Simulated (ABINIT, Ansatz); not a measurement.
# How the form of the self-energy moves the gap of SiC (F-43m), part 2 of 2

How much does the gap of SiC (F-43m) depend on the approximation to the self-energy?

ABINIT 10.8.3; PBE and many-body steps on it, plane waves. Known limits of the many-body steps: not at the basis limit.

So far. Step 5 (G0W0, von der Linden-Horsch plasmon pole): Against G0W0 in ABINIT (8×8×8 mesh, 157 bands, screening to 283 eV, Godby-Needs plasmon pole), the gap moves by −0.012 eV. Step 6 (G0W0, Engel-Farid plasmon pole): Against G0W0 in ABINIT (8×8×8 mesh, 157 bands, screening to 283 eV, Godby-Needs plasmon pole), the gap moves by +0.160 eV.

### 7. One-shot Hartree-Fock

This step: one-shot Hartree-Fock on PBE, plane waves, norm-conserving pseudopotentials.

File run.abi:

```
acell 3*1.0 Angstrom
rprim 
  -0.000000000000 2.179000000000 2.179000000000
  2.179000000000 0.000000000000 2.179000000000
  2.179000000000 2.179000000000 -0.000000000000
ntypat 2
znucl 14 6
natom 2
typat 1 2
xred 
  0.000000000000 0.000000000000 0.000000000000
  0.250000000000 0.250000000000 0.250000000000
pp_dirpath "pseudos"
pseudos "Si.upf, C.upf"
ecut 37
ngkpt 8 8 8
nshiftk 1
shiftk 0 0 0
kptopt 1
chksymbreak 0
istwfk *1
occopt 1
irdwfk 1
optdriver 4
nband 8
gwcalctyp 5
ecutsigx 37
symsigma 1
nkptgw 2
kptgw 
  0.0000000000 0.0000000000 0.0000000000
  0.5000000000 0.5000000000 0.0000000000
bdgw 
  2 8
  3 6
ixc_sigma 40
fftgw 31
indata_prefix "in"
outdata_prefix "out"
tmpdata_prefix "tmp"
```

Launch:

```bash
$ OMP_NUM_THREADS=2 mpirun -n 4 abinit run.abi > log
```

Log:

```text
.Version 10.8.3 of ABINIT. v10.8.2 released Aug 2026.

 Symmetries : space group F-4 3 m (#216); Bravais cF (face-center cubic)
[... echo of the input left out ...]
== DATASET  1 ==================================================================
-   mpi_nproc: 4, omp_nthreads: 2 (-1 if OMP is not activated)

--- !DatasetInfo
iteration_state: {dtset: 1, }
dimensions: {natom: 2, nkpt: 29, mband: 8, nsppol: 1, nspinor: 1, nspden: 1, mpw: 1524, }
cutoff_energies: {ecut:  37.0, pawecutdg:  -1.0, }
[...]
Band     E0 <VxcDFT>   SigX SigC(E0)      Z dSigC/dE  Sig(E)    E-E0       E
[...]
5   8.196 -10.510  -6.435   0.000   1.000   0.000  -6.435   4.074  12.271
        6  11.168 -10.772  -5.999   0.000   1.000   0.000  -5.999   4.774  15.942

== END DATASET(S) ==============================================================
================================================================================

 -outvars: echo values of variables after computation  --------
           etotal      0.0000000000E+00
            nband           8
             nkpt          29
          spgroup         216
 [... the other variables as echoed above ...]

 Calculation completed.
```

The job ended after 2.9 s (4 MPI ranks of Intel Xeon at 2.80GHz (Skylake/Cascade Lake), shared host; peak memory 0.16 GiB).

Numbers from this step:

```yaml
quasiparticle_gap_on_the_points_computed: 8.056 eV
starting_gap_on_the_mesh: 1.361 eV
k_of_the_valence_top: 0, 0, 0
k_of_the_conduction_bottom: 0.5, 0.5, 0
least_direct_quasiparticle_gap_on_the_computed_points: 12.47 eV
```

Against G0W0 in ABINIT (8×8×8 mesh, 157 bands, screening to 283 eV, Godby-Needs plasmon pole), the gap moves by +5.924 eV.

### 8. Screening, 8×8×8 mesh, 157 bands, screening to 283 eV

This step: RPA screening on PBE, plane waves, norm-conserving pseudopotentials.

Changes to run.abi since step 7:

```diff
@@ -23,16 +23,14 @@
 irdwfk 1
-optdriver 4
-nband 8
-gwcalctyp 5
-ecutsigx 37
-symsigma 1
-nkptgw 2
-kptgw 
-  0.0000000000 0.0000000000 0.0000000000
-  0.5000000000 0.5000000000 0.0000000000
-bdgw 
-  2 8
-  3 6
-ixc_sigma 40
-fftgw 31
+optdriver 3
+nband 157
+ecuteps 10.4
+inclvkb 2
+awtr 1
+symchi 1
+gwcalctyp 2
+nfreqre 16
+freqremax 40 eV
+nfreqim 8
+spmeth 1
+nomegasf 120
 indata_prefix "in"
```

Launch:

```bash
$ OMP_NUM_THREADS=1 mpirun -n 8 abinit run.abi > log
```

Log:

```text
.Version 10.8.3 of ABINIT. v10.8.2 released Aug 2026.

 Symmetries : space group F-4 3 m (#216); Bravais cF (face-center cubic)
[... echo of the input left out ...]
== DATASET  1 ==================================================================
-   mpi_nproc: 8, omp_nthreads: 1 (-1 if OMP is not activated)

--- !DatasetInfo
iteration_state: {dtset: 1, }
dimensions: {natom: 2, nkpt: 29, mband: 157, nsppol: 1, nspinor: 1, nspden: 1, mpw: 1524, }
cutoff_energies: {ecut:  37.0, pawecutdg:  -1.0, }
electrons: {nelect:   8.00000000E+00, charge:   0.00000000E+00, occopt:   1.00000000E+00, tsmear:   1.00000000E-02, }

 SCREENING: Calculation of the susceptibility and dielectric matrices

 Based on a program developped by R.W. Godby, V. Olevano, G. Onida, and L. Reining.
 Incorporated in ABINIT by V. Olevano, G.-M. Rignanese, and M. Torrent.
.Using double precision arithmetic ; gwpc =  8

[... cell and pseudopotentials left out ...]
--------------------------------------------------------------------------------

 ==== K-mesh for the wavefunctions ====
 Number of points in the irreducible wedge :    29
[... list of points left out ...]
 Together with 24 symmetry operations and time-reversal symmetry
 yields   512 points in the full Brillouin Zone.

 ==== Q-mesh for the screening function ====
 Number of points in the irreducible wedge :    29
[... list of points left out ...]
 Together with 24 symmetry operations and time-reversal symmetry
 yields   512 points in the full Brillouin Zone.

 setmesh: FFT mesh size selected  =    25x   25x   25
          total number of points  =        15625

 vcoul_init : cutoff-mode = AUXILIARY_FUNCTION
 q-points for optical limit:   1
     1)      0.000010    0.000020    0.000030

- screening: taking advantage of time-reversal symmetry
- Maximum band index for partially occupied states nbvw = 4
- Remaining bands to be divided among processors   nbcw = 153
- Number of bands treated by each node ~19

 Number of electrons calculated from density =    8.0000; Expected =    8.0000
 average of density, n =  0.057292
 r_s =    1.6092
 omega_plasma =   23.0888 [eV]

 calculating chi0 at frequencies [eV] :
  1    0.000000E+00    0.000000E+00
  2    2.666667E+00    0.000000E+00
  3    5.333333E+00    0.000000E+00
[...]
23    0.000000E+00    5.880317E+01
 24    0.000000E+00    8.279550E+01

--------------------------------------------------------------------------------
  q-point number  1        q = ( 0.000000, 0.000000, 0.000000) [r.l.u.]
--------------------------------------------------------------------------------
[... chi0 elements left out ...]
  [... further frequencies ...]

 No. of calculated frequencies >  15, stop printing
 For q-point:  0.000010 0.000020 0.000030
  dielectric constant =   6.8041
  dielectric constant without local fields =   7.4648

  Average fulfillment of the sum rule on Im[epsilon] for q-point    1 :     95.08  [%]
[... wings left out ...]
  q-point number  2        q = ( 0.125000, 0.000000, 0.000000) [r.l.u.]
--------------------------------------------------------------------------------
[... chi0 elements left out ...]
  [... further frequencies ...]

 No. of calculated frequencies >  15, stop printing
  Average fulfillment of the sum rule on Im[epsilon] for q-point    2 :     97.51  [%]

 [... 27 further q-points ...]
```

The job ended after 7.9 min (8 MPI ranks; peak memory 3 GiB; 63 min of CPU time).

Numbers from this step:

```yaml
eps_infinity_with_local_fields_on_this_mesh_along_the_program_s_q_direction: 6.804
the_same_without_local_fields: 7.465
plasma_frequency: 23.09 eV
plane_waves_in_the_screening_matrix: 229
```

### 9. G0W0, contour deformation

This step: G0W0 on PBE, plane waves, norm-conserving pseudopotentials.

Changes to run.abi since step 8:

```diff
@@ -23,14 +23,17 @@
 irdwfk 1
-optdriver 3
+optdriver 4
 nband 157
+gwcalctyp 2
+ecutsigx 37
+symsigma 1
+nkptgw 2
+kptgw 
+  0.0000000000 0.0000000000 0.0000000000
+  0.5000000000 0.5000000000 0.0000000000
+bdgw 
+  2 8
+  3 6
 ecuteps 10.4
-inclvkb 2
-awtr 1
-symchi 1
-gwcalctyp 2
-nfreqre 16
-freqremax 40 eV
-nfreqim 8
-spmeth 1
-nomegasf 120
+irdscr 1
+gwmem 01
 indata_prefix "in"
```

Log:

```text
.Version 10.8.3 of ABINIT. v10.8.2 released Aug 2026.

 Symmetries : space group F-4 3 m (#216); Bravais cF (face-center cubic)
[... echo of the input left out ...]
== DATASET  1 ==================================================================
-   mpi_nproc: 8, omp_nthreads: 1 (-1 if OMP is not activated)

--- !DatasetInfo
iteration_state: {dtset: 1, }
dimensions: {natom: 2, nkpt: 29, mband: 157, nsppol: 1, nspinor: 1, nspden: 1, mpw: 1524, }
cutoff_energies: {ecut:  37.0, pawecutdg:  -1.0, }
[...]
Band     E0 <VxcDFT>   SigX SigC(E0)      Z dSigC/dE  Sig(E)    E-E0       E
[...]
6  11.168 -10.772  -5.999  -4.445   0.816  -0.226 -10.504   0.268  11.437
        6   0.000   0.000   0.000  -0.000   0.000   0.000  -0.000  -0.000  -0.000

== END DATASET(S) ==============================================================
================================================================================

 -outvars: echo values of variables after computation  --------
           etotal      0.0000000000E+00
            nband         157
             nkpt          29
          spgroup         216
 [... the other variables as echoed above ...]

 Calculation completed.
```

Elapsed: 26 s, on 8 MPI ranks; peak memory 2.1 GiB; 3.4 min of CPU time.

Numbers from this step:

```
G0W0 gap on the points computed              : 2.197 eV
starting gap on the mesh                     : 1.361 eV
k of the valence top                         : 0, 0, 0
k of the conduction bottom                   : 0.5, 0.5, 0
least direct G0W0 gap on the computed points : 5.611 eV
```

Against G0W0 in ABINIT (8×8×8 mesh, 157 bands, screening to 283 eV, Godby-Needs plasmon pole), the gap moves by +0.065 eV.

### 10. Side by side

Times are wall times on the hardware named with each run, good to a factor of about two. A run's time includes the screening step that it read.

```
                                     run   mesh  bands  screening cutoff (eV)  DFT gap (eV)  gap on the mesh (eV)  direct (eV)  ε∞ used     time
          G0W0, Godby-Needs plasmon pole  8×8×8    157                    283         1.361                 2.132        5.610     6.67  3.3 min
G0W0, von der Linden-Horsch plasmon pole  8×8×8    157                    283         1.361                 2.120        5.674     6.67  3.1 min
          G0W0, Engel-Farid plasmon pole  8×8×8    157                    283         1.361                 2.292        5.755     6.67  3.1 min
                   one-shot Hartree-Fock  8×8×8      -                      -         1.361                 8.056       12.471        -    2.9 s
               G0W0, contour deformation  8×8×8    157                    283         1.361                 2.197        5.611     6.80  8.3 min
```

### 11. Outcome

- G0W0, Godby-Needs plasmon pole: 2.132 eV
- G0W0, von der Linden-Horsch plasmon pole: 2.120 eV
- G0W0, Engel-Farid plasmon pole: 2.292 eV
- one-shot Hartree-Fock: 8.056 eV
- G0W0, contour deformation: 2.197 eV
- known limits: not at the basis limit

What this shows: G0W0, von der Linden-Horsch plasmon pole: −0.012 eV against G0W0, Godby-Needs plasmon pole. G0W0, Engel-Farid plasmon pole: +0.160 eV against G0W0, Godby-Needs plasmon pole. One-shot Hartree-Fock: +5.924 eV against G0W0, Godby-Needs plasmon pole. G0W0, contour deformation: +0.065 eV against G0W0, Godby-Needs plasmon pole. Bare exchange alone opens the gap to 8.06 eV; against G0W0, correlation takes back 5.92 eV. Against experiment, by G0W0, Godby-Needs plasmon pole: the gap of 2.13 eV lies −0.26 eV from the measured 2.39 eV (kind not stated, quoted 2020); the gap of 2.13 eV lies −0.27 eV from the measured 2.4 eV (indirect, 2018). These are gaps on the mesh, at modest bands and cutoff. The calculation has static nuclei and no excitons; a measured gap holds zero-point and thermal motion, which mostly lowers it. Bands and cutoff are finite, so the gap is not at the basis limit. The miss can reach some tenths of an eV and take either sign; the mesh is an error of its own. In the first G0W0 run levels were corrected at 2 k points alone, so a gap called «on the mesh» is the least over those, and an edge elsewhere would be missed.

[Paths, hosts, dates, memory and timing lines, banners, echoed tables and standing remarks are left out of the program output.]

[Logs are printed without paths, hosts, clocks, repeated set-up lines and the standing remarks that a program may print on its own settings, such as how far it seeks lower states.]

[Runs of the session that timed out or met a known fault of the program may be left out.]

[No measured gap is set beside runs whose start may be inverted or whose files or cutoffs have a known fault.]

[Hosts, paths, dates, database ids (printed as entryN), source tags and the programs' standing remarks are cut or masked in the printed files.]

[G0W0 gaps are taken among the corrected bands and points alone; a level outside them can change the order at an edge.]

[Where Ansatz stands beside ABINIT at settings called matched, ABINIT's density can come from a denser mesh and the files from another edition; pairs whose starting gaps differed by over 0.03 eV were left out, so agreement reads better than it is.]
